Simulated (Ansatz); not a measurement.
An input for Ansatz 0.2.0 (Y2Ti2O7 (Fd-3m)):

```yaml
crystal:
  lattice:
    - [0.0, 4.9794002003, 4.9794002003]
    - [4.9794002003, 0.0, 4.9794002003]
    - [4.9794002003, 4.9794002003, 0.0]
  atoms:
    - { symbol: "Y", position: [0.125, 0.125, 0.125] }
    - { symbol: "Y", position: [0.625, 0.125, 0.125] }
    - { symbol: "Y", position: [0.125, 0.125, 0.625] }
    - { symbol: "Y", position: [0.125, 0.625, 0.125] }
    - { symbol: Ti, position: [0.625, 0.625, 0.625] }
    - { symbol: Ti, position: [0.125, 0.625, 0.625] }
    - { symbol: Ti, position: [0.625, 0.625, 0.125] }
    - { symbol: Ti, position: [0.625, 0.125, 0.625] }
    - { symbol: O, position: [0.544281787, 0.955718213, 0.955718213] }
    - { symbol: O, position: [0.705718213, 0.294281787, 0.705718213] }
    - { symbol: O, position: [0.955718213, 0.544281787, 0.544281787] }
    - { symbol: O, position: [0.294281787, 0.705718213, 0.294281787] }
    - { symbol: O, position: [0.955718213, 0.544281787, 0.955718213] }
    - { symbol: O, position: [0.705718213, 0.705718213, 0.294281787] }
    - { symbol: O, position: [0.544281787, 0.955718213, 0.544281787] }
    - { symbol: O, position: [0.294281787, 0.294281787, 0.705718213] }
    - { symbol: O, position: [0.705718213, 0.294281787, 0.294281787] }
    - { symbol: O, position: [0.955718213, 0.955718213, 0.544281787] }
    - { symbol: O, position: [0.294281787, 0.705718213, 0.705718213] }
    - { symbol: O, position: [0.544281787, 0.544281787, 0.955718213] }
    - { symbol: O, position: [0.0, 0.0, 0.0] }
    - { symbol: O, position: [0.25, 0.25, 0.25] }
kpoints:
  mp_grid: { grid: [4, 4, 4] }
  band_path:
    path:
      - [0.0, 0.0, 0.0]
      - [0.5, 0.0, 0.5]
      - [0.625, 0.25, 0.625]
      - [0.375, 0.375, 0.75]
      - [0.5, 0.5, 0.5]
      - [0.5, 0.25, 0.75]
    npoints: 1
hamiltonian:
  xc: hse06
scf:
  occupations: { method: fixed }
  n_extra_bands: 11
output:
  eigenvalues: true
```

```sh
ansatz run input.yaml --threads 24 --pin off --max-ram 82944MiB --backend cuda --events-out ev --progress --plain --runs-dir out --devices 1 --max-vram 78GiB
```

Question: How long will it take on 1 × NVIDIA GB200 (shared by 2 runs) with 24 threads of Arm Neoverse V2, shared host, and how much memory?

It took 24 s; on shared hardware allow 12 s to 47 s. Peak host memory was 2.6 GiB. The sizes that set the cost: 4909 plane waves a state, 8 irreducible k points and 15 SCF cycles.

Exact exchange couples every pair of k points and filled bands, so it costs far more than a semilocal run.

[Paths, hosts, dates, memory and timing lines, banners, echoed tables and standing remarks are left out of the program output.]

[Logs are printed without paths, hosts, clocks, repeated set-up lines and the standing remarks that a program may print on its own settings, such as how far it seeks lower states.]

[Runs of the session that timed out or met a known fault of the program may be left out.]

[Cells called generated may have been cut or substituted from an entry of the Crystallography Open Database or the Materials Project.]

[Hosts, paths, dates, database ids (printed as entryN), source tags and the programs' standing remarks are cut or masked in the printed files.]
